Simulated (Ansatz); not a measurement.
# Cl on Nb(110): change of the work function, part 3 of 5

Aim: the work function of Nb(110) at several coverages of Cl (longbridge site), and the dipole that each adsorbate carries.

Ansatz 0.2.0; plane-wave DFT, r2SCAN, Ansatz PAW.

So far, work function, upper face (eV): step 2 (the clean slab) 4.56; step 3 (17 atoms, coverage 0.25 ML, cell 2x2) 4.32.

## (4) Adsorbate added, k-mesh 6×6×1, coverage 0.5 ML

System of this step: Cl/Nb(110). The cell holds 18 atoms: 16 Nb and 2 Cl. Cell: a = 5.716 Å, b = 5.716 Å, c = 27.159 Å, α = 90.0°, β = 90.0°, γ = 70.5°. Vacuum lies along c.

Another coverage, to see how the dipoles act on each other as their distance changes.

The input, input.yaml:

```yaml
crystal:
  lattice:
    - [4.6669047558, -3.3, 0.0]
    - [4.6669047558, 3.3, 0.0]
    - [0.0, 0.0, 27.1589795112]
  atoms:
    - { symbol: Nb, position: [0.0, 0.0, 0.3313821124] }
    - { symbol: Nb, position: [0.25, 0.25, 0.4173003766] }
    - { symbol: Nb, position: [0.0, 0.0, 0.503783282] }
    - { symbol: Nb, position: [0.25, 0.25, 0.58564278] }
    - { symbol: Nb, position: [0.0, 0.5, 0.3313821124] }
    - { symbol: Nb, position: [0.25, 0.75, 0.4173003766] }
    - { symbol: Nb, position: [0.0, 0.5, 0.503783282] }
    - { symbol: Nb, position: [0.25, 0.75, 0.58564278] }
    - { symbol: Nb, position: [0.5, 0.0, 0.3313821124] }
    - { symbol: Nb, position: [0.75, 0.25, 0.4173003766] }
    - { symbol: Nb, position: [0.5, 0.0, 0.503783282] }
    - { symbol: Nb, position: [0.75, 0.25, 0.58564278] }
    - { symbol: Nb, position: [0.5, 0.5, 0.3313821124] }
    - { symbol: Nb, position: [0.75, 0.75, 0.4173003766] }
    - { symbol: Nb, position: [0.5, 0.5, 0.503783282] }
    - { symbol: Nb, position: [0.75, 0.75, 0.58564278] }
    - { symbol: Cl, position: [0.0, 0.0, 0.6686178876] }
    - { symbol: Cl, position: [0.5, 0.5, 0.6686178876] }
kpoints:
  mp_grid: { grid: [6, 6, 1] }
hamiltonian:
  xc: r2scan
scf:
  occupations: { method: fermi_dirac, width: 0.1 }
  convergence: { dr2_threshold: 1.0e-08 }
efield:
  axis: 3
  dipole_correction: true
  ramp_position: 0.97
  ramp_width: 0.06
relax:
  f_tol: 0.02
  max_steps: 60
  constraints: [{ sites: [0, 1, 4, 5, 8, 9, 12, 13] }]
output:
  bader: true
  dos: { projected: true, e_range: [-8, 4] }
  write_potential: true
  write_density: true
  volumetric_format: npy
```

The run is started by

```sh
$ ansatz run input.yaml --threads 4 --pin off --max-ram 12288MiB --backend cpu --events-out ev --progress --plain --runs-dir out
```

Numbers of over 12 decimals in the logs are rounded to 6 here.

The log of the run:

```text
[...]
Crystal: 18 atoms, lattice volume = 836.539 Å³
Basis set: ecut = 500 eV, 21199 PW (Γ), exchange–correlation on 180×180×800 points (64 copies of the dense FFT grid, shifted against one another)
Bands: 134, of which v1, the nominal top of the filled ones, is band 111 counted from 1 (110 counted from 0)
Symmetry: 8 space group operations
[...]
k-points: 13 of 36
[...]
SCF iter   1: F=—  HF=-75183.506284 eV  |F-HF|=—  |Δ(HF+E_count)|=         —  Δρ=1.27e-2  dr2=2.39e1  dr2_τ=3.68e-1  ethr=1.77e-3  p=-0.168 e·Å  D=-3.64e-2 V/Å  ΔV_dip=0.99 eV  dr2_dipole=4.18e0  V_vac-E_F(+/−)=5.69/4.70 eV  ⟨swp⟩=9.4  Hψ=8796  notcnv=0
[...]
SCF iter  10: F=-75182.813036 eV  HF=-75182.813036 eV  |F-HF|=6.11e-10  |Δ(HF+E_count)|=   4.19e-9  Δρ=4.79e-7  dr2=6.80e-9  dr2_τ=2.75e-10  ethr=4.50e-12  p=-0.098 e·Å  D=-2.11e-2 V/Å  ΔV_dip=0.57 eV  dr2_dipole=3.20e-11  V_vac-E_F(+/−)=5.18/4.61 eV  ⟨swp⟩=14.7  Hψ=13243  notcnv=0
SCF 1 converged in 10 iterations: F = -75182.813036 eV  dr2 = 6.80e-9
[...]
relax step   1: F+E_penalty+E_count = -75182.81303644 eV  Δ(F+E_penalty+E_count) = +0.000e0 eV  max|allowed force component| = 1.987e0 eV/Å  Δτ_max = 0.0000 Å  (10 SCF iters, accepted)
[...]
SCF iter  10: F=-75183.664747 eV  HF=-75183.664747 eV  |F-HF|=1.28e-9  |Δ(HF+E_count)|=   2.13e-8  Δρ=6.60e-7  dr2=6.69e-9  dr2_τ=3.22e-10  ethr=4.50e-12  p=0.072 e·Å  D=1.55e-2 V/Å  ΔV_dip=-0.42 eV  dr2_dipole=7.41e-10  V_vac-E_F(+/−)=4.20/4.62 eV  ⟨swp⟩=12.6  Hψ=13895  notcnv=0
SCF 2 converged in 10 iterations: F = -75183.664747 eV  dr2 = 6.69e-9
[...]
relax step   2: F+E_penalty+E_count = -75183.66474650 eV  Δ(F+E_penalty+E_count) = -8.517e-1 eV  max|allowed force component| = 3.274e-1 eV/Å  Δτ_max = 0.1914 Å  (10 SCF iters, accepted)
[...]
SCF iter  10: F=-75183.673965 eV  HF=-75183.673965 eV  |F-HF|=1.15e-9  |Δ(HF+E_count)|=   5.12e-9  Δρ=2.82e-7  dr2=1.64e-9  dr2_τ=6.70e-11  ethr=4.50e-12  p=0.103 e·Å  D=2.23e-2 V/Å  ΔV_dip=-0.61 eV  dr2_dipole=2.63e-10  V_vac-E_F(+/−)=4.02/4.62 eV  ⟨swp⟩=9.1  Hψ=10653  notcnv=0
SCF 3 converged in 10 iterations: F = -75183.673965 eV  dr2 = 1.64e-9
relax step   3: F+E_penalty+E_count = -75183.67396536 eV  Δ(F+E_penalty+E_count) = -9.219e-3 eV  max|allowed force component| = 3.627e-1 eV/Å  Δτ_max = 0.1756 Å  (10 SCF iters, accepted)
[...]
relax step   4: F+E_penalty+E_count = -75183.70583560 eV  Δ(F+E_penalty+E_count) = -3.187e-2 eV  max|allowed force component| = 2.914e-2 eV/Å  Δτ_max = 0.0794 Å  (9 SCF iters, accepted)
SCF iter   1: F=—  HF=-75183.696752 eV  |F-HF|=—  |Δ(HF+E_count)|=         —  Δρ=4.12e-4  dr2=8.47e-3  dr2_τ=1.85e-2  ethr=1.20e-5  p=0.092 e·Å  D=1.98e-2 V/Å  ΔV_dip=-0.54 eV  dr2_dipole=5.09e-4  V_vac-E_F(+/−)=4.08/4.62 eV  ⟨swp⟩=2.0  Hψ=3181  notcnv=0  defer=1
[...]
SCF iter   7: F=-75183.706079 eV  HF=-75183.706079 eV  |F-HF|=1.73e-9  |Δ(HF+E_count)|=   2.41e-8  Δρ=5.80e-7  dr2=5.24e-9  dr2_τ=3.32e-10  ethr=4.50e-12  p=0.093 e·Å  D=2.01e-2 V/Å  ΔV_dip=-0.55 eV  dr2_dipole=1.10e-10  V_vac-E_F(+/−)=4.08/4.62 eV  ⟨swp⟩=10.5  Hψ=12709  notcnv=0
SCF 5 converged in 7 iterations: F = -75183.706079 eV  dr2 = 5.24e-9
relax step   5: F+E_penalty+E_count = -75183.70607860 eV  Δ(F+E_penalty+E_count) = -2.430e-4 eV  max|allowed force component| = 1.180e-2 eV/Å  Δτ_max = 0.0086 Å  (7 SCF iters, accepted)
[...]
SCF iter   2: F=-75183.706079 eV  HF=-75183.706079 eV  |F-HF|=1.43e-9  |Δ(HF+E_count)|=   2.60e-9  Δρ=3.10e-7  dr2=1.78e-9  dr2_τ=1.11e-10  ethr=2.36e-12  p=0.093 e·Å  D=2.01e-2 V/Å  ΔV_dip=-0.55 eV  dr2_dipole=5.63e-11  V_vac-E_F(+/−)=4.08/4.62 eV  ⟨swp⟩=8.8  Hψ=10532  notcnv=0
SCF 6 converged in 2 iterations: F = -75183.706079 eV  dr2 = 1.78e-9
[...]
SCF converged after 2 iterations
Free energy (F): -75183.706079 eV
[...]
Internal energy: -75183.098131 eV  (E = F + TS)
E sigma→0 (E₀):  -75183.402105 eV
Entropy (-TS):   -0.607947 eV (-33.775 meV/atom)
Fermi energy:    3.962232 eV
Dipole field:    D = 0.020084 V/Å  (p = 0.092848 e·Å, saw-weighted, corrected)
Work function:   Φ+ = 4.0765 eV   Φ− = 4.6220 eV
[...]
--- Forces (eV/Å), atoms counted from 1 ---
  atom   1  Nb     0.00000000     0.00000000     0.39554825
  atom   2  Nb     0.00000000     0.00000000    -0.17214781
  atom   3  Nb    -0.00000000     0.00000000     0.00046900
  atom   4  Nb    -0.00000000     0.00000000    -0.00455137
  atom   5  Nb     0.00000000     0.00000000     0.23699851
  atom   6  Nb    -0.00000000    -0.00000000    -0.44915290
  atom   7  Nb     0.00000000     0.00000000    -0.01178640
  atom   8  Nb    -0.00000000    -0.00000000     0.00850738
  atom   9  Nb    -0.00000000     0.00000000     0.23699851
  atom  10  Nb    -0.00000000    -0.00000000    -0.44915290
  atom  11  Nb     0.00000000     0.00000000    -0.01178640
  atom  12  Nb    -0.00000000    -0.00000000     0.00850738
  atom  13  Nb     0.00000000     0.00000000     0.39554825
  atom  14  Nb     0.00000000     0.00000000    -0.17214781
  atom  15  Nb    -0.00000000     0.00000000     0.00046900
  atom  16  Nb     0.00000000     0.00000000    -0.00455137
  atom  17  Cl     0.00000000     0.00000000    -0.00388863
  atom  18  Cl     0.00000000     0.00000000    -0.00388863
  max |Σ_I F_I| component: 7.92e-6 eV/Å
--- Band table (eV; the first three rows and the last of 13) ---
  k-point 0: bands = [... 107 lower, 4.0542, 4.1554, 4.2332, 4.2440, 4.4884, 4.7318, 4.9386, 5.3818, ... 19 higher]
  k-point 1: bands = [... 107 lower, 3.8893, 3.9795, 4.0147, 4.2306, 4.2751, 4.6911, 4.8538, 4.9053, ... 19 higher]
  k-point 2: bands = [... 107 lower, 3.5461, 3.6430, 3.7178, 3.7661, 4.0164, 4.1366, 4.2257, 4.2708, ... 19 higher]
  k-point 12: bands = [... 107 lower, 3.6765, 3.8281, 4.1160, 4.1376, 4.1506, 4.1813, 4.1820, 4.2785, ... 19 higher]
--- Relaxed structure (5 steps of the walk, 5 accepted, 0 SCFs on fresh bases) ---
  F+E_penalty+E_count = -75183.70607860 eV   max|allowed force component| = 1.180e-2 eV/Å
  atoms:
    - { symbol: Nb, position: [0.0, 0.0, 0.3313821124] }
    - { symbol: Nb, position: [0.25, 0.25, 0.417300] }
    - { symbol: Nb, position: [0, 0, 0.501586] }
    - { symbol: Nb, position: [0.25, 0.25, 0.588944] }
    - { symbol: Nb, position: [0.0, 0.5, 0.3313821124] }
    - { symbol: Nb, position: [0.25, 0.75, 0.417300] }
    - { symbol: Nb, position: [0.0, 0.5, 0.504183] }
    - { symbol: Nb, position: [0.25, 0.75, 0.588202] }
    - { symbol: Nb, position: [0.5, 0.0, 0.3313821124] }
    - { symbol: Nb, position: [0.75, 0.25, 0.417300] }
    - { symbol: Nb, position: [0.5, 0.0, 0.504183] }
    - { symbol: Nb, position: [0.75, 0.25, 0.588202] }
    - { symbol: Nb, position: [0.5, 0.5, 0.3313821124] }
    - { symbol: Nb, position: [0.75, 0.75, 0.417300] }
    - { symbol: Nb, position: [0.5, 0.5, 0.501586] }
    - { symbol: Nb, position: [0.75, 0.75, 0.588944] }
    - { symbol: Cl, position: [0, 0, 0.658066] }
    - { symbol: Cl, position: [0.5, 0.5, 0.658066] }
--- Bader charges: 18 sites ---
  site symbol  charge [e]  shift [e]
     0     Nb     -0.0956     0.0000
     1     Nb      0.1074     0.0000
     2     Nb      0.0919     0.0000
     3     Nb      0.1543     0.0000
     4     Nb     -0.1141     0.0000
     5     Nb      0.0680     0.0000
     6     Nb      0.1573     0.0000
     7     Nb      0.3258     0.0004
     8     Nb     -0.1140     0.0000
     9     Nb      0.0680     0.0000
    10     Nb      0.1574     0.0000
    11     Nb      0.3258     0.0004
    12     Nb     -0.0956     0.0000
    13     Nb      0.1074     0.0000
    14     Nb      0.0918     0.0000
    15     Nb      0.1543     0.0000
    16     Cl     -0.6950     0.0004
    17     Cl     -0.6950     0.0004
  estimated error of the sums over rays = 8.4e-4 e
```

Elapsed: 9.4 min, on 4 threads of Arm Neoverse V1, shared host; peak memory 5.2 GiB; 36 min of CPU time.

The steps of the relaxation:

| step | energy less that of the first step (eV) | largest force component (eV/Å) |
| --- | --- | --- |
| 1 | 0.0000 | 1.9875 |
| 2 | -0.8517 | 0.3274 |
| 3 | -0.8609 | 0.3627 |
| 4 | -0.8928 | 0.0291 |
| 5 | -0.8930 | 0.0118 |

Forces are held to the 8 operations that the run works with; a distortion that breaks them can't arise in this run.

The atoms that moved most (Å):

| atom | dx | dy | dz | length |
| --- | --- | --- | --- | --- |
| Cl18 | 0.000 | 0.000 | -0.287 | 0.287 |
| Cl17 | 0.000 | 0.000 | -0.287 | 0.287 |
| Nb4 | 0.000 | 0.000 | 0.090 | 0.090 |
| Nb16 | 0.000 | 0.000 | 0.090 | 0.090 |
| Nb12 | 0.000 | 0.000 | 0.070 | 0.070 |
| Nb8 | 0.000 | 0.000 | 0.070 | 0.070 |
| Nb3 | 0.000 | 0.000 | -0.060 | 0.060 |
| Nb15 | 0.000 | 0.000 | -0.060 | 0.060 |

The relaxed structure:

```xyz
18
Lattice="4.6669 -3.3000 0.0000 4.6669 3.3000 0.0000 0.0000 0.0000 27.1590" Properties=species:S:1:pos:R:3
Nb    0.0000    0.0000    9.0000
Nb    2.3335    0.0000   11.3335
Nb    0.0000    0.0000   13.6226
Nb    2.3335    0.0000   15.9951
Nb    2.3335    1.6500    9.0000
Nb    4.6669    1.6500   11.3335
Nb    2.3335    1.6500   13.6931
Nb    4.6669    1.6500   15.9750
Nb    2.3335   -1.6500    9.0000
Nb    4.6669   -1.6500   11.3335
Nb    2.3335   -1.6500   13.6931
Nb    4.6669   -1.6500   15.9750
Nb    4.6669    0.0000    9.0000
Nb    7.0004    0.0000   11.3335
Nb    4.6669    0.0000   13.6226
Nb    7.0004    0.0000   15.9951
Cl    0.0000    0.0000   17.8724
Cl    4.6669    0.0000   17.8724
```

Numbers from this step:

```
energy at zero smearing        : -75183.4021 eV
work function, upper face      : 4.077 eV
work function, lower face      : 4.622 eV
dipole along the normal        : 0.09285 e·Å
step between the vacuum levels : -0.5455 eV
```

The density of states has structure finer than the step of the table below, so its rows give means over 0.5 eV, whole bins alone (the curve runs from -8 to 1.77 eV). Peaks (eV: height): -6.14: 46.5, -1.65: 32.5, -1.59: 51.5, -1.47: 36.7, -1.29: 31.7, -0.99: 34.3, -0.69: 32.1.

Density of states against energy, zero at the Fermi level; means over each step:

energy (eV), density of states (states/eV a cell) and a bar:
```
     -7.5        0.0 
     -7.0        2.5 ###
     -6.5        6.7 #######
     -6.0       10.1 ###########
     -5.5        3.5 ####
     -5.0        2.8 ###
     -4.5        2.1 ##
     -4.0        3.1 ###
     -3.5       13.0 ##############
     -3.0       18.0 ###################
     -2.5       20.6 ######################
     -2.0       13.3 ##############
     -1.5       28.0 ##############################
     -1.0       20.9 ######################
     -0.5       26.2 ############################
      0.0       19.3 #####################
      0.5       11.7 #############
      1.0       10.6 ###########
      1.5       13.7 ###############
```

Projected DOS per atom over height of the atomic layer and energy from the Fermi level. Layers: Nb4 Nb4 Nb4 Nb4 Cl2 from below.

Ten even steps from '0' (0.00 states/eV) to '9' (4.47 states/eV), each cell a mean:
```
21120
21010
10010
31120
32220
42230
33220
34330
11120
22230
23320
13210
00000
00000
00000
00001
00002
00019
00006
00003
00000
00000
```
Columns: height of the atomic layer (Å) from 9 to 17.9 (not evenly spaced); rows upwards: energy from the Fermi level (eV) from -7.96 to 1.75.

The relaxation took 5 steps and lowered the energy by 0.89 eV; the largest force on the free atoms ends at 0.012 eV/Å.

The covered face has 4.08 eV, -0.48 eV against the clean one; the bare back face has moved by +0.00 eV, a measure of how thin the slab is.

## (5) Adsorbate added, k-mesh 11×11×1, coverage 1 ML

System of this step: Cl/Nb(110). The cell holds 5 atoms: 4 Nb and 1 Cl. Its edges and angles: a = 2.858 Å, b = 2.858 Å, c = 27.159 Å, α = 90.0°, β = 90.0°, γ = 70.5°. Vacuum lies along c.

Another coverage, to see how the dipoles act on each other as their distance changes.

input.yaml, the sections that differ from step 4:

```yaml
crystal:
  lattice:
    - [2.3334523779, -1.65, 0.0]
    - [2.3334523779, 1.65, 0.0]
    - [0.0, 0.0, 27.1589795112]
  atoms:
    - { symbol: Nb, position: [0.0, 0.0, 0.3313821124] }
    - { symbol: Nb, position: [0.5, 0.5, 0.4173003766] }
    - { symbol: Nb, position: [0.0, 0.0, 0.503783282] }
    - { symbol: Nb, position: [0.5, 0.5, 0.58564278] }
    - { symbol: Cl, position: [0.0, 0.0, 0.6686178876] }
kpoints:
  mp_grid: { grid: [11, 11, 1] }
relax:
  f_tol: 0.02
  max_steps: 60
  constraints: [{ sites: [0, 1] }]
output:
  bader: true
  write_potential: true
  write_density: true
  volumetric_format: npy
# hamiltonian, scf, efield: as in step 4
```

The log of the run:

```text
[...]
Crystal: 5 atoms, lattice volume = 209.135 Å³
Basis set: ecut = 500 eV, 5281 PW (Γ), exchange–correlation on 96×96×800 points (64 copies of the dense FFT grid, shifted against one another)
Bands: 36, of which v1, the nominal top of the filled ones, is band 30 counted from 1 (29 counted from 0)
Symmetry: 4 space group operations
[...]
- { symbol: Nb, position: [0.0, 0.0, 0.502293] }
    - { symbol: Nb, position: [0.5, 0.5, 0.590522] }
    - { symbol: Cl, position: [0.0, 0.0, 0.660108] }
--- Bader charges: 5 sites ---
  site symbol  charge [e]  shift [e]
     0     Nb     -0.1007     0.0000
     1     Nb      0.0814     0.0000
     2     Nb      0.1255     0.0000
     3     Nb      0.5104     0.0004
     4     Cl     -0.6167     0.0004
  estimated error of the sums over rays = 5.8e-4 e
[key lines of the parts left out:]
SCF converged after 2 iterations
Free energy (F): -19338.289732 eV
Fermi energy:    4.237404 eV
Dipole field:    D = -0.000950 V/Å  (p = -0.001098 e·Å, saw-weighted, corrected)
Work function:   Φ+ = 4.6767 eV   Φ− = 4.6509 eV
```

The job ended after 76 s (4 threads; peak memory 0.95 GiB; 5 min of CPU time).

Relaxation path:

| step | energy less that of the first step (eV) | largest force component (eV/Å) |
| --- | --- | --- |
| 1 | 0.0000 | 2.6023 |
| 2 | -0.5323 | 0.3642 |
| 3 | -0.5348 | 0.1662 |
| 4 | -0.5386 | 0.0167 |

The run keeps the 4 symmetry operations that it works with, so distortions that break them were not tested.

The atoms that moved most (Å):

| atom | dx | dy | dz | length |
| --- | --- | --- | --- | --- |
| Cl5 | 0.000 | 0.000 | -0.231 | 0.231 |
| Nb4 | 0.000 | 0.000 | 0.133 | 0.133 |
| Nb3 | 0.000 | 0.000 | -0.040 | 0.040 |

The relaxed structure:

```xyz
5
Lattice="2.3335 -1.6500 0.0000 2.3335 1.6500 0.0000 0.0000 0.0000 27.1590" Properties=species:S:1:pos:R:3
Nb    0.0000    0.0000    9.0000
Nb    2.3335    0.0000   11.3335
Nb    0.0000    0.0000   13.6418
Nb    2.3335    0.0000   16.0380
Cl    0.0000    0.0000   17.9279
```

Running mean over 2.333 Å of the planar mean; the ramp of the sawtooth is left out. The electron's electrostatic potential energy less the Fermi level by z:

| z (Å) | electron's electrostatic potential energy less the Fermi level (eV) |
| --- | --- |
| 3.5 | 4.65 |
| 4.0 | 4.65 |
| 4.5 | 4.65 |
| 5.0 | 4.63 |
| 5.5 | 4.59 |
| 6.0 | 4.45 |
| 6.5 | 4.05 |
| 7.0 | 2.86 |
| 7.5 | -0.482 |
| 8.0 | -5.85 |
| 8.5 | -9.83 |
| 9.0 | -11.0 |
| 9.5 | -11.0 |
| 10.0 | -10.9 |
| 10.5 | -10.9 |
| 11.0 | -10.9 |
| 11.5 | -10.9 |
| 12.0 | -11.0 |
| 12.5 | -11.1 |
| 13.0 | -11.0 |
| 13.5 | -10.9 |
| 14.0 | -10.7 |
| 14.5 | -10.4 |
| 15.0 | -10.4 |
| 15.5 | -11.1 |
| 16.0 | -11.8 |
| 16.5 | -12.7 |
| 17.0 | -11.9 |
| 17.5 | -8.39 |
| 18.0 | -5.01 |
| 18.5 | -3.02 |
| 19.0 | -0.146 |
| 19.5 | 2.95 |
| 20.0 | 4.37 |
| 20.5 | 4.62 |
| 21.0 | 4.67 |
| 21.5 | 4.68 |
| 22.0 | 4.68 |
| 22.5 | 4.68 |
| 23.0 | 4.68 |
| 23.5 | 4.68 |
| 24.0 | 4.68 |

The relaxation took 4 steps and lowered the energy by 0.54 eV; the largest force on the free atoms ends at 0.017 eV/Å.

The covered face has 4.68 eV, +0.12 eV against the clean one; the bare back face has moved by +0.03 eV, a measure of how thin the slab is.

## (6) Work function against coverage

This step: plane-wave DFT, r2SCAN, Ansatz PAW; work function against coverage (Ansatz 0.2.0).

The runs are now put side by side.

Numbers from this step:

```yaml
work_function_of_the_clean_face: 4.559 eV
largest_change_of_the_work_function: -0.4826 eV
```

Table of work function of the covered face by coverage:

| coverage (adsorbates/nm²) | work function of the covered face (eV) |
| --- | --- |
| 0.00 | 4.56 |
| 3.25 | 4.32 |
| 6.49 | 4.08 |
| 12.99 | 4.68 |

The dipole per adsorbate comes from the change of the cell's dipole. Coverage, by row:

| coverage (1/nm²) | coverage (ML) | work function (eV) | change (eV) | dipole per adsorbate, positive end outwards (debye) | mean height of the added atoms over the highest substrate atom (Å) |
| --- | --- | --- | --- | --- | --- |
| 3.247 | 0.25 | 4.316 | -0.2434 | 0.19 | 1.822 |
| 6.493 | 0.5 | 4.077 | -0.4826 | 0.198 | 1.877 |
| 12.99 | 1 | 4.677 | 0.1176 | -0.018 | 1.89 |

(Continued in part 4 of 5.)

[Logs are printed without paths, hosts, clocks, repeated set-up lines and the standing remarks that a program may print on its own settings, such as how far it seeks lower states.]

[Hosts, paths, dates, database ids (printed as entryN), source tags and the programs' standing remarks are cut or masked in the printed files.]

[Maps of the electrostatic potential energy from Ansatz leave out the sawtooth potential of an applied field or a dipole correction, so their vacuum need not be flat; planar profiles and work functions include it.]
